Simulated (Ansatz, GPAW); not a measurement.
# C/Pd(100): converging a work function, part 2 of 2

How do cutoff, mesh, smearing and the dipole layer change the work function of C/Pd(100)?

GPAW 26.7.0 and Ansatz 0.2.0; Ansatz plane waves; slab in vacuum with a dipole correction, relaxation (the session's first sound run).

So far, upper work function (eV): step 2 (relaxation, PBE) 5.42; step 3 (plane waves, PBE) 5.42; step 6 (cutoff 700: ecut = 700, PBE, GPAW) 5.42; step 9 (K mesh 16×16: kpts = [16, 16], PBE, GPAW) 5.43; step 10 (scheme Marzari-Vanderbilt, smearing 0.2, PBE, GPAW) 5.40.

## 11. All levels side by side

Times are for 2 threads of Intel Xeon Platinum 8375C at 2.90GHz (Ice Lake), shared host. The runs compared:

| no. | run | upper work function (eV) | lower work function (eV) | time | memory (GiB) |
| --- | --- | --- | --- | --- | --- |
| 1 | pw | 5.419 | 5.125 | 2.6 min | 0.27 |
| 2 | cutoff 700 | 5.419 | 5.126 | 5.7 min | 0.36 |
| 3 | k mesh 16×16 | 5.425 | 5.124 | 5.5 min | 0.37 |
| 4 | scheme Marzari-Vanderbilt, smearing 0.2 | 5.404 | 5.165 | 2.9 min | 0.27 |

## 12. Without the dipole layer

The dipole layer is taken out and the cell repeats along the normal.

The input, run.py:

```python
import json
import numpy as np
from ase import Atoms
from gpaw import GPAW, PW

slab = Atoms(
    ['Pd', 'Pd', 'Pd', 'Pd', 'C'],
    positions=[
        [1.37532, 1.37532, 8.00000],
        [0.00000, 0.00000, 9.94500],
        [1.37532, 1.37532, 11.97342],
        [0.00000, 0.00000, 14.09415],
        [1.37532, 1.37532, 14.65153]],
    cell=[[2.75065, 0.0, 0.0], [0.0, 2.75065, 0.0], [0.0, 0.0, 22.75123]],
    pbc=[True, True, True])

slab.calc = GPAW(mode=PW(500), xc='PBE', kpts={'size': (11, 11, 1), 'gamma': True},
                 occupations={'name': 'fermi-dirac', 'width': 0.1}, nbands='140%',
                 convergence={'density': 1e-05}, maxiter=200,
                 symmetry={'tolerance': 1e-3}, txt='slab.txt')
result = {}
energy = slab.get_potential_energy()
fermi = slab.calc.get_fermi_level()
v = slab.calc.get_electrostatic_potential().mean((0, 1)) - fermi
n = slab.calc.get_pseudo_density().mean((0, 1))
L = slab.cell[2, 2]
z = np.arange(len(v)) * L / len(v)
low, high = slab.positions[:, 2].min(), slab.positions[:, 2].max()
below, above = np.interp([low - 5.8, high + 5.8], z, v)
slopes = [np.interp(x, z, np.gradient(v, z)) for x in (low - 5.8, high + 5.8)]
eps = np.array([[slab.calc.get_eigenvalues(k, s) for k in range(len(slab.calc.get_ibz_k_points()))]
                for s in range(slab.calc.get_number_of_spins())]) - fermi
top, bottom = eps[eps < 0].max(), eps[eps > 0].min()
dipole = slab.get_dipole_moment()[2]
print(f'energy {energy:.4f} eV, Fermi level {fermi:.4f} eV, dipole {dipole:.5f} e A')
print(f'potential 5.8 A off the faces, from the Fermi level: lower {below:.4f} eV, upper {above:.4f} eV')
print(f'slope of the potential there: lower {slopes[0]:.5f}, upper {slopes[1]:.5f} eV/A')
print(f'nearest levels on the mesh: {top:.4f} and {bottom:.4f} eV')
print('magnetic moment', round(slab.get_magnetic_moment(), 3))
result.update(energy=energy, fermi=fermi, dipole=dipole, below=below, above=above, slopes=slopes, edges=[top, bottom],
              z=z.tolist(), v=v.tolist(), n=n.tolist(), positions=slab.positions.tolist(),
              forces=slab.get_forces(apply_constraint=False).tolist(), moments=slab.get_magnetic_moments().tolist())
json.dump(result, open('result.json', 'w'))
```

Launch:

```sh
> OMP_NUM_THREADS=1 OPENBLAS_NUM_THREADS=2 python run.py
```

It took 2.4 min on 2 threads of Intel Xeon Platinum 8375C at 2.90GHz (Ice Lake), shared host; peak memory 0.27 GiB.

The run finished. A setting was moved off its sound value on purpose, so it serves as a test and not as the result.

The fault put into the input: no dipole layer on a slab with a dipole, so the vacuum potential tilts and no work function is defined (dipole = false and pbc_z = true).

Side by side:

| quantity | this run | sound run | difference |
| --- | --- | --- | --- |
| dipole along the normal (e·Å) | -0.020624 | -0.012220 | -0.00840 |

The two runs differ clearly in the dipole along the normal: -0.0206 e·Å against -0.0122 e·Å.

## 13. Side by side

Results and costs are gathered.

This step: comparison of work functions, dipole and cost (GPAW 26.7.0).

Ladder, by row:

| step | code | work function, upper (eV) | work function, lower (eV) | dipole (e Å) | wall time (s) | peak memory (GiB) | threads |
| --- | --- | --- | --- | --- | --- | --- | --- |
| pw | GPAW | 5.419 | 5.125 | -0.01222 | 155.3 | 0.27 | 2 |
| ecut200 | GPAW | 5.157 | 5.197 | -0.002454 | 47.59 | 0.16 | 2 |
| ecut300 | GPAW | 5.38 | 5.146 | -0.009487 | 88.68 | 0.19 | 2 |
| ecut700 | GPAW | 5.419 | 5.126 | -0.01224 | 342.4 | 0.36 | 2 |
| k4 | GPAW | 5.338 | 5.168 | -0.007047 | 49.53 | 0.21 | 2 |
| k7 | GPAW | 5.447 | 5.171 | -0.01145 | 99.55 | 0.22 | 2 |
| k16 | GPAW | 5.425 | 5.124 | -0.0125 | 331.6 | 0.37 | 2 |
| smear | GPAW | 5.404 | 5.165 | -0.009936 | 176.1 | 0.27 | 2 |
| nodip | GPAW | - | - | -0.02062 | 141.2 | 0.27 | 2 |

## 14. A changed run

One more run, with changed settings.

This step: GPAW, PAW setups; slab in vacuum (GPAW 26.7.0).

Edit run.py of step 12 so:

```diff
@@ -14,3 +14,3 @@
     cell=[[2.75065, 0.0, 0.0], [0.0, 2.75065, 0.0], [0.0, 0.0, 22.75123]],
-    pbc=[True, True, True])
+    pbc=[True, True, False])
 
@@ -18,3 +18,4 @@
                  occupations={'name': 'fermi-dirac', 'width': 0.1}, nbands='140%',
-                 convergence={'density': 1e-05}, maxiter=200,
+                 convergence={'density': 1e-05}, maxiter=100,
+                 poissonsolver={'dipolelayer': 'xy'},
                  symmetry={'tolerance': 1e-3}, txt='slab.txt')
@@ -28,4 +29,4 @@
 low, high = slab.positions[:, 2].min(), slab.positions[:, 2].max()
-below, above = np.interp([low - 5.8, high + 5.8], z, v)
-slopes = [np.interp(x, z, np.gradient(v, z)) for x in (low - 5.8, high + 5.8)]
+below, above = np.interp([low - 1.0, high + 1.0], z, v)
+slopes = [np.interp(x, z, np.gradient(v, z)) for x in (low - 1.0, high + 1.0)]
 eps = np.array([[slab.calc.get_eigenvalues(k, s) for k in range(len(slab.calc.get_ibz_k_points()))]
@@ -35,3 +36,3 @@
 print(f'energy {energy:.4f} eV, Fermi level {fermi:.4f} eV, dipole {dipole:.5f} e A')
-print(f'potential 5.8 A off the faces, from the Fermi level: lower {below:.4f} eV, upper {above:.4f} eV')
+print(f'potential 1.0 A off the faces, from the Fermi level: lower {below:.4f} eV, upper {above:.4f} eV')
 print(f'slope of the potential there: lower {slopes[0]:.5f}, upper {slopes[1]:.5f} eV/A')
```

It took 3 min on 2 threads; peak memory 0.27 GiB.

The run finished. A setting was moved off its sound value on purpose, so it serves as a test and not as the result.

The fault put into the input: the potential probed 1 A off the face (probe = 1.0).

## 15. Results

| Quantity | Value |
| --- | --- |
| work function, upper and lower face | 5.419 and 5.125 eV |
| dipole along the normal | -0.0122 e Å |

What this shows: With plane waves and PBE the work function is 5.42 eV on the upper face and 5.13 eV on the lower. The two faces differ by 0.29 eV, the step that the slab's dipole makes (e p/(ε0 A) gives 0.29 eV), so the dipole layer is needed. The other smearing (Marzari-Vanderbilt of 0.2 eV in place of Fermi-Dirac of 0.1) moves the two faces by -0.015 and 0.040 eV on the same mesh; a mesh is converged only for its smearing. Over the sound runs of the table the upper face's work function spans 5.404 (smear) to 5.425 eV (k16). The cell of 7.57 Å² holds one C, started on one chosen site; other sites and coverages weren't tried. The in-plane lattice was kept as typed, which isn't the functional's own and leaves some strain; spin-orbit coupling and temperature are left out.

[Logs are printed without paths, hosts, clocks, repeated set-up lines and the standing remarks that a program may print on its own settings, such as how far it seeks lower states.]

[Hosts, paths, dates, database ids (printed as entryN), source tags and the programs' standing remarks are cut or masked in the printed files.]
